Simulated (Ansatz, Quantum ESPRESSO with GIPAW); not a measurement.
# K3SO4F: from the crystal structure to its NMR spectrum

Wanted: NMR shieldings and quadrupolar couplings for each site of K3SO4F.

Calculated with Quantum ESPRESSO with GIPAW 8.0dev (patched build); DFT, PBEsol, plane-wave PAW (pslibrary 1.0.0 recipes), scalar-relativistic, GIPAW; a patched development version of the program.

## 1. Set-up

It takes space group I4/mcm (No. 140, tetragonal). The conventional cell has a = 7.390 Å, b = 7.390 Å, c = 11.064 Å, α = 90.00°, β = 90.00°, γ = 90.00°. Nearest to K lie 2 F at 2.77 Å and 8 O at 3.09 Å. Nearest to K lie 2 F at 2.68 Å and 6 O at 2.75 to 3.02 Å. Nearest to S lie 4 O at 1.50 Å. F has 6 K at 2.68 to 2.77 Å nearest. Nearest to O lie 1 S at 1.50 Å and 5 K at 2.75 to 3.09 Å. Farther neighbours and most contacts between anions are not listed.

The cell is a computed entry of the Materials Project; it need not be the form that is stable at ambient conditions.

A relaxation of the atoms beforehand (Quantum ESPRESSO with GIPAW) moved none by more than 0.003 Å.

## 2. Ground state

GIPAW is a response on top of the ground state, so the wavefunctions come first. Their errors pass straight into the induced current, hence the tight threshold. No empty states are asked for: the response is solved without them. The mesh has a spacing of 0.41 Å⁻¹ at most. The PAW files were made with ld1.x from the pslibrary 1.0.0 recipes, with GIPAW reconstruction switched on (the recipe of F slightly mended, as the packaged one fails to give a sound file).

scf.in

```
&control
  calculation = 'scf'
  prefix = 'x'
  outdir = './tmp/'
  pseudo_dir = './'
/
&system
  ibrav = 0
  nat = 18
  ntyp = 4
  ecutwfc = 55
  ecutrho = 330
  nbnd = 64
/
&electrons
  conv_thr = 1.0d-10
  mixing_beta = 0.7
  electron_maxstep = 100
/
ATOMIC_SPECIES
  K 39.098 K.pbesol-spn-kjpaw_psl.1.0.0-gipaw.UPF
  S 32.060 S.pbesol-n-kjpaw_psl.1.0.0-gipaw.UPF
  F 18.998 F.pbesol-n-kjpaw_psl.1.0.0-gipaw.UPF
  O 15.999 O.pbesol-n-kjpaw_psl.1.0.0-gipaw.UPF
CELL_PARAMETERS angstrom
  -3.69501000 3.69501000 5.53215000
  3.69501000 -3.69501000 5.53215000
  3.69501000 3.69501000 -5.53215000
ATOMIC_POSITIONS crystal
  K 0.25000000 0.25000000 -0.00000000
  K 0.69296413 0.80703587 0.50000000
  K 0.80703587 0.30703587 0.11407173
  K 0.30703587 0.19296413 0.50000000
  K 0.75000000 0.75000000 0.00000000
  K 0.19296413 0.69296413 0.88592827
  S 0.25000000 0.75000000 0.50000000
  S 0.75000000 0.25000000 0.50000000
  F -0.00000000 -0.00000000 -0.00000000
  F 0.50000000 0.50000000 -0.00000000
  O 0.94564526 0.21257018 0.50000000
  O 0.71257018 0.44564526 0.50000000
  O 0.55435474 0.05435474 0.26692492
  O 0.28742982 0.55435474 0.50000000
  O 0.21257018 0.71257018 0.26692492
  O 0.78742982 0.28742982 0.73307508
  O 0.44564526 0.94564526 0.73307508
  O 0.05435474 0.78742982 0.50000000
K_POINTS automatic
  3 3 3 0 0 0
```

Command:

```bash
mpirun -np 8 pw.x -nk 8 -in scf.in > scf.out
```

Output:

```text
using ibrav=0 with symmetry is DISCOURAGED, use correct ibrav instead

     suboptimal parallelization: some nodes have no k-points

     bravais-lattice index     =            0
     lattice parameter (alat)  =      14.3807  a.u.
     unit-cell volume          =    2038.8336 (a.u.)^3
     number of atoms/cell      =           18
     number of atomic types    =            4
     number of electrons       =       128.00
     number of Kohn-Sham states=           64
     kinetic-energy cutoff     =      55.0000  Ry
     charge density cutoff     =     330.0000  Ry
     scf convergence threshold =      1.0E-10
     mixing beta               =       0.7000
     number of iterations used =            8  plain     mixing
     Exchange-correlation= SLA-PW-PSX-PSC
                           (   1   4  10   8   0   0   0)
[...]
K                 9.00    39.09800     K ( 1.00)
     S                 6.00    32.06000     S ( 1.00)
     F                 7.00    18.99800     F ( 1.00)
     O                 6.00    15.99900     O ( 1.00)

     16 Sym. Ops., with inversion, found ( 8 have fractional translation)
[...]
number of k points=     6
[...]
Dense  grid:   206557 G-vectors     FFT dimensions: (  90,  90,  90)

     Smooth grid:   112285 G-vectors     FFT dimensions: (  72,  72,  72)

     Check: negative core charge=   -0.000003

     Initial potential from superposition of free atoms

     starting charge     127.8885, renormalised to     128.0000
     Starting wfcs are   96 randomized atomic wfcs

     Self-consistent Calculation

     iteration #  1     ecut=    55.00 Ry     beta= 0.70
     Davidson diagonalization with overlap
     ethr =  1.00E-02,  avg # of iterations =  2.0

     total energy              =   -1242.78208534 Ry
     estimated scf accuracy    <       4.96107694 Ry

     iteration #  2     ecut=    55.00 Ry     beta= 0.70
     Davidson diagonalization with overlap
     ethr =  3.88E-03,  avg # of iterations =  6.8

     total energy              =   -1245.35231766 Ry
     estimated scf accuracy    <       7.23045711 Ry

     iteration #  3     ecut=    55.00 Ry     beta= 0.70
     Davidson diagonalization with overlap
     ethr =  3.88E-03,  avg # of iterations =  2.0

     total energy              =   -1245.63961038 Ry
     estimated scf accuracy    <       1.84702402 Ry

[...]
total energy              =   -1246.35833509 Ry
[...]
iteration # 40     ecut=    55.00 Ry     beta= 0.70
     Davidson diagonalization with overlap
     ethr =  4.44E-13,  avg # of iterations =  1.8

     total energy              =   -1246.35833509 Ry
     estimated scf accuracy    <          8.6E-10 Ry

     iteration # 41     ecut=    55.00 Ry     beta= 0.70
     Davidson diagonalization with overlap
     ethr =  4.44E-13,  avg # of iterations =  5.0

     End of self-consistent calculation
     [one-electron energies left out]

!    total energy              =   -1246.35833509 Ry
     total all-electron energy =    -10410.042768 Ry
     estimated scf accuracy    <          6.0E-11 Ry

     The total energy is the sum of the following terms:
     one-electron contribution =    -285.80871570 Ry
     hartree contribution      =     207.69004529 Ry
     xc contribution           =    -156.03569199 Ry
     ewald contribution        =    -504.32163820 Ry
     one-center paw contrib.   =    -507.88233450 Ry

     convergence has been achieved in  41 iterations
[...]
JOB DONE.
```

It took 4.9 min on 8 MPI ranks of Arm Neoverse N1, shared host; peak memory 2.7 GiB.

It converged in 41 cycles to an estimated accuracy of 6e-11 Ry, on 6 irreducible k-points.

## 3. Magnetic response

The job finds the current that a weak uniform field induces (applied as a long wave, q_gipaw) and the field that this current makes at each nucleus. On atoms with p or d valence electrons much of the paramagnetic part arises close to the nucleus, where the PAW partial waves rebuild the true states. pawproj makes the reconstruction use the PAW data sets' own projectors.

nmr.in

```
&inputgipaw
  job = 'nmr'
  prefix = 'x'
  tmp_dir = './tmp/'
  restart_mode = 'from_scratch'
  verbosity = 'low'
  q_gipaw = 0.01
  spline_ps = .true.
  conv_threshold = 1.0d-11
  use_nmr_macroscopic_shape = .false.
  pawproj(1) = .true.
  pawproj(2) = .true.
  pawproj(3) = .true.
  pawproj(4) = .true.
/
```

Command:

```bash
mpirun -np 8 gipaw.x -in nmr.in > nmr.out
```

Output:

```text
[banner, memory and clock lines left out]
[a note of our patched build left out]

     Parallelizing q-star over 1 images

     IMPORTANT: XC functional enforced from input :
     Exchange-correlation= PBESOL
                           (   1   4  10   8   0   0   0)
     Any further DFT definition will be discarded
     Please, verify this is what you really want

     Check: negative core charge=   -0.000003
[...]
projs nearly linearly dependent: l=0  n1,n2= 1, 2  s=  0.99583929
[...]
alpha_pv=     54.7597 eV

     spline_ps is .false., expect some extrapolation errors

     q-space interpolation up to    66.00 Rydberg

     GIPAW job: nmr
     NMR macroscopic correction: no
[...]
Computing the magnetic susceptibility     isolve=0    ethr=  0.1000E-10
     Starting from scratch
     k-point #    1 of     6      pool #  1    cpu time:       2.6
[...]
End of magnetic susceptibility calculation

     f-sum rule (1st term):
          -126.2890          0.0000          0.0000
             0.0000       -126.2890          0.0000
             0.0000          0.0000       -126.3001

     f-sum rule (2nd term):
            -2.7821         -0.0000          0.0000
             0.0000         -2.7821         -0.0000
             0.0000         -0.0000         -2.7710

     f-sum rule (should be  -129.0565):
          -129.0711          0.0000          0.0000
             0.0000       -129.0711          0.0000
             0.0000          0.0000       -129.0711

[... susceptibilities left out ...]
     Contributions to the NMR chemical shifts: -------------------------------

     Macroscopic shape contribution in ppm:                    0.00
             0.0000          0.0000          0.0000
             0.0000          0.0000          0.0000
             0.0000          0.0000          0.0000

     Core contribution in ppm:

     Atom  1  K   pos: (  0.000000  0.000000  0.363483)  core sigma:        1192.38
     Atom  2  K   pos: (  0.298164  0.187388  0.726966)  core sigma:        1192.38
     Atom  3  K   pos: ( -0.187388  0.298164  0.726966)  core sigma:        1192.38
     Atom  4  K   pos: (  0.187388  0.298164  0.000000)  core sigma:        1192.38
     Atom  5  K   pos: (  0.000000  0.000000  1.090448)  core sigma:        1192.38
     Atom  6  K   pos: (  0.672940  0.187388 -0.000000)  core sigma:        1192.38
     Atom  7  S   pos: (  0.485552  0.000000  0.363483)  core sigma:         978.84
     Atom  8  S   pos: (  0.000000  0.485552  0.363483)  core sigma:         978.84
     Atom  9  F   pos: (  0.000000  0.000000  0.000000)  core sigma:         305.83
     Atom 10  F   pos: (  0.000000  0.000000  0.726966)  core sigma:         305.83
     Atom 11  O   pos: ( -0.113170  0.598722  0.478500)  core sigma:         270.50
     Atom 12  O   pos: (  0.113170  0.372382  0.478500)  core sigma:         270.50
     Atom 13  O   pos: ( -0.113170  0.372382  0.248466)  core sigma:         270.50
     Atom 14  O   pos: (  0.372382  0.113170  0.248466)  core sigma:         270.50
     Atom 15  O   pos: (  0.372382 -0.113170  0.478500)  core sigma:         270.50
     Atom 16  O   pos: (  0.113170  0.598722  0.248466)  core sigma:         270.50
     Atom 17  O   pos: (  0.598722  0.113170  0.478500)  core sigma:         270.50
     Atom 18  O   pos: (  0.598722 -0.113170  0.248466)  core sigma:         270.50

     Bare contribution in ppm:

     Atom  1  K   pos: (  0.000000  0.000000  0.363483)  bare sigma:         123.56
[...]
Atom  2  K   pos: (  0.298164  0.187388  0.726966)  bare sigma:         120.95
[...]
Atom  3  K   pos: ( -0.187388  0.298164  0.726966)  bare sigma:         120.95
[...]
Atom  4  K   pos: (  0.187388  0.298164  0.000000)  bare sigma:         120.95
[...]
Atom  5  K   pos: (  0.000000  0.000000  1.090448)  bare sigma:         123.56
[...]
Atom  6  K   pos: (  0.672940  0.187388 -0.000000)  bare sigma:         120.95
[...]
Atom  7  S   pos: (  0.485552  0.000000  0.363483)  bare sigma:         -59.99
[...]
Atom  8  S   pos: (  0.000000  0.485552  0.363483)  bare sigma:         -59.99
[...]
Atom  9  F   pos: (  0.000000  0.000000  0.000000)  bare sigma:          84.63
[...]
Atom 10  F   pos: (  0.000000  0.000000  0.726966)  bare sigma:          84.63
[...]
Atom 11  O   pos: ( -0.113170  0.598722  0.478500)  bare sigma:          14.92
[...]
Atom 12  O   pos: (  0.113170  0.372382  0.478500)  bare sigma:          14.92
[...]
Atom 13  O   pos: ( -0.113170  0.372382  0.248466)  bare sigma:          14.92
[...]
Atom 14  O   pos: (  0.372382  0.113170  0.248466)  bare sigma:          14.92
[...]
Atom 15  O   pos: (  0.372382 -0.113170  0.478500)  bare sigma:          14.92
[...]
Atom 16  O   pos: (  0.113170  0.598722  0.248466)  bare sigma:          14.92
[...]
Atom 17  O   pos: (  0.598722  0.113170  0.478500)  bare sigma:          14.92
[...]
Atom  9  F   pos: (  0.000000  0.000000  0.000000)  para_oo sigma:           0.83
[...]
Atom 10  F   pos: (  0.000000  0.000000  0.726966)  para_oo sigma:           0.83
[...]
Atom 11  O   pos: ( -0.113170  0.598722  0.478500)  para_oo sigma:          -3.28
[...]
Atom 12  O   pos: (  0.113170  0.372382  0.478500)  para_oo sigma:          -3.28
[...]
Atom 13  O   pos: ( -0.113170  0.372382  0.248466)  para_oo sigma:          -3.28
[...]
Atom 14  O   pos: (  0.372382  0.113170  0.248466)  para_oo sigma:          -3.28
[...]
Atom 15  O   pos: (  0.372382 -0.113170  0.478500)  para_oo sigma:          -3.28
[...]
Atom 16  O   pos: (  0.113170  0.598722  0.248466)  para_oo sigma:          -3.28
[...]
Atom 17  O   pos: (  0.598722  0.113170  0.478500)  para_oo sigma:          -3.28
[...]
Atom 18  O   pos: (  0.598722 -0.113170  0.248466)  para_oo sigma:          -3.28
[...]
Paramagnetic US L_R Q_R contribution in ppm:

     Atom  1  K   pos: (  0.000000  0.000000  0.363483)  para_lq sigma:         105.14
[...]
Atom  2  K   pos: (  0.298164  0.187388  0.726966)  para_lq sigma:         104.24
[...]
Atom  3  K   pos: ( -0.187388  0.298164  0.726966)  para_lq sigma:         104.24
[...]
Atom  4  K   pos: (  0.187388  0.298164  0.000000)  para_lq sigma:         104.24
[...]
Atom  5  K   pos: (  0.000000  0.000000  1.090448)  para_lq sigma:         105.14
[...]
Atom  6  K   pos: (  0.672940  0.187388 -0.000000)  para_lq sigma:         104.24
[...]
Atom  7  S   pos: (  0.485552  0.000000  0.363483)  para_lq sigma:          39.92
[...]
Atom  8  S   pos: (  0.000000  0.485552  0.363483)  para_lq sigma:          39.92
[...]
Atom  9  F   pos: (  0.000000  0.000000  0.000000)  para_lq sigma:        -319.12
[...]
Atom 10  F   pos: (  0.000000  0.000000  0.726966)  para_lq sigma:        -319.12
[...]
Atom 11  O   pos: ( -0.113170  0.598722  0.478500)  para_lq sigma:        -213.84
[...]
Atom 12  O   pos: (  0.113170  0.372382  0.478500)  para_lq sigma:        -213.84
[...]
Atom 13  O   pos: ( -0.113170  0.372382  0.248466)  para_lq sigma:        -213.84
[...]
Atom 14  O   pos: (  0.372382  0.113170  0.248466)  para_lq sigma:        -213.84
[...]
Atom 15  O   pos: (  0.372382 -0.113170  0.478500)  para_lq sigma:        -213.84
[...]
Atom 16  O   pos: (  0.113170  0.598722  0.248466)  para_lq sigma:        -213.84
[...]
Atom 17  O   pos: (  0.598722  0.113170  0.478500)  para_lq sigma:        -213.84
[...]
Atom 18  O   pos: (  0.598722 -0.113170  0.248466)  para_lq sigma:        -213.84
[...]
Total NMR chemical shifts in ppm: ---------------------------------------
     (adopting the Simpson convention for anisotropy and asymmetry)-----------

     Atom  1  K   pos: (  0.000000  0.000000  0.363483)  Total sigma:        1216.77
          1205.7469          0.0000          0.0000
             0.0000       1205.7469          0.0000
             0.0000          0.0000       1238.8231

     K       1    anisotropy:     33.08    eta:    0.0000
[...]
Atom  2  K   pos: (  0.298164  0.187388  0.726966)  Total sigma:        1195.18
          1199.3404          5.7352         -0.0000
             5.7352       1199.3404         -0.0000
            -0.0000         -0.0000       1186.8558

     K       2    anisotropy:     14.85    eta:    0.6820
[...]
Atom  3  K   pos: ( -0.187388  0.298164  0.726966)  Total sigma:        1195.18
[... its tensor is left out ...]
     Atom  4  K   pos: (  0.187388  0.298164  0.000000)  Total sigma:        1195.18
[... its tensor is left out ...]
     Atom  5  K   pos: (  0.000000  0.000000  1.090448)  Total sigma:        1216.77
[... its tensor is left out ...]
     Atom  6  K   pos: (  0.672940  0.187388 -0.000000)  Total sigma:        1195.18
[... its tensor is left out ...]
     Atom  7  S   pos: (  0.485552  0.000000  0.363483)  Total sigma:          92.59
            92.2941         -0.0000         -0.0000
            -0.0000         92.2941         -0.0000
            -0.0000         -0.0000         93.1777

     S       7    anisotropy:      0.88    eta:    0.0000
[...]
Atom  8  S   pos: (  0.000000  0.485552  0.363483)  Total sigma:          92.59
[... its tensor is left out ...]
     Atom  9  F   pos: (  0.000000  0.000000  0.000000)  Total sigma:         265.61
           269.9591          0.9410          0.0000
            -0.9410        269.9591         -0.0000
             0.0000          0.0000        256.9102

     F       9    anisotropy:    -13.05    eta:    0.0000
[...]
Atom 10  F   pos: (  0.000000  0.000000  0.726966)  Total sigma:         265.61
[... its tensor is left out ...]
     Atom 11  O   pos: ( -0.113170  0.598722  0.478500)  Total sigma:          56.97
            54.5298        -42.1724        -39.9212
           -42.1724         54.5298         39.9212
           -41.7785         41.7785         61.8375

     O      11    anisotropy:    123.97    eta:    0.0795
[...]
Atom 12  O   pos: (  0.113170  0.372382  0.478500)  Total sigma:          56.97
[... its tensor is left out ...]
     Atom 13  O   pos: ( -0.113170  0.372382  0.248466)  Total sigma:          56.97
[... its tensor is left out ...]
     Atom 14  O   pos: (  0.372382  0.113170  0.248466)  Total sigma:          56.97
[... its tensor is left out ...]
     Atom 15  O   pos: (  0.372382 -0.113170  0.478500)  Total sigma:          56.97
[... its tensor is left out ...]
     Atom 16  O   pos: (  0.113170  0.598722  0.248466)  Total sigma:          56.97
[... its tensor is left out ...]
     Atom 17  O   pos: (  0.598722  0.113170  0.478500)  Total sigma:          56.97
[... its tensor is left out ...]
     Atom 18  O   pos: (  0.598722 -0.113170  0.248466)  Total sigma:          56.97
[... its tensor is left out ...]
```

The job ended after 22 min (8 MPI ranks; peak memory 2.1 GiB).

The f-sum rule is met to 0.015 of 129.1 (0.01 %). Converged shieldings require that this miss be small, but a small miss does not prove them.

From the symmetric part of each tensor, with principal values σ11 ≤ σ22 ≤ σ33: σ_iso is their mean, the span is σ33 − σ11 and the skew 3(σ_iso − σ22)/span. (gipaw.x prints an anisotropy in another convention.)

| site | atom no. | atoms in cell | σ_iso (ppm) | span (ppm) | skew |
| --- | --- | --- | --- | --- | --- |
| K(1) | 1 | 2 | 1216.8 | 33.1 | 1.00 |
| K(2) | 2 | 4 | 1195.2 | 18.2 | 0.26 |
| S | 7 | 2 | 92.6 | 0.9 | 1.00 |
| F | 9 | 2 | 265.6 | 13.0 | -1.00 |
| O | 11 | 8 | 57.0 | 127.3 | 0.90 |

The macroscopic shape term is switched off. For a spherical sample the valence susceptibility of this run would add about 8 ppm to every site, a rough estimate, since the susceptibility converges slowly and lacks part of the PAW terms. Differences within the crystal don't depend on it, but shieldings of different compounds can't be compared to better than a few ppm without it.

An axis of order three or more runs through K(1), S and F, so two principal values coincide and the skew is ±1. In this run the largest span is that of O (site symmetry m), with principal values 12.4, 18.9 and 139.6 ppm. On O the most shielded direction lies along its short bond to S: a field along the bond can't mix the bonding orbital with those across it, so the paramagnetic term is smallest there.

How the isotropic values are made up (ppm). The core part is that of the free atom's core; bare is the current of the smooth valence states; the last two are what the PAW spheres add to the diamagnetic and the paramagnetic current:

| site | core | bare | reconstruction, dia | reconstruction, para |
| --- | --- | --- | --- | --- |
| K(1) | 1192.4 | 123.6 | -3.5 | -95.7 |
| K(2) | 1192.4 | 121.0 | -3.5 | -114.6 |
| S | 978.8 | -60.0 | -4.4 | -821.9 |
| F | 305.8 | 84.6 | 42.9 | -167.7 |
| O | 270.5 | 14.9 | 17.4 | -245.9 |

(Part 1 of 2 ends here.)

[Banner, clock, file and message-heading lines were taken out of the pw.x and gipaw.x logs.]

[Logs are printed without paths, hosts, clocks, repeated set-up lines and the standing remarks that a program may print on its own settings, such as how far it seeks lower states.]

[Hosts, paths, dates, database ids (printed as entryN), source tags and the programs' standing remarks are cut or masked in the printed files.]

[Where no reference line passes its bar on scatter, no shift is given, so a measured shift of this compound may stand uncompared.]
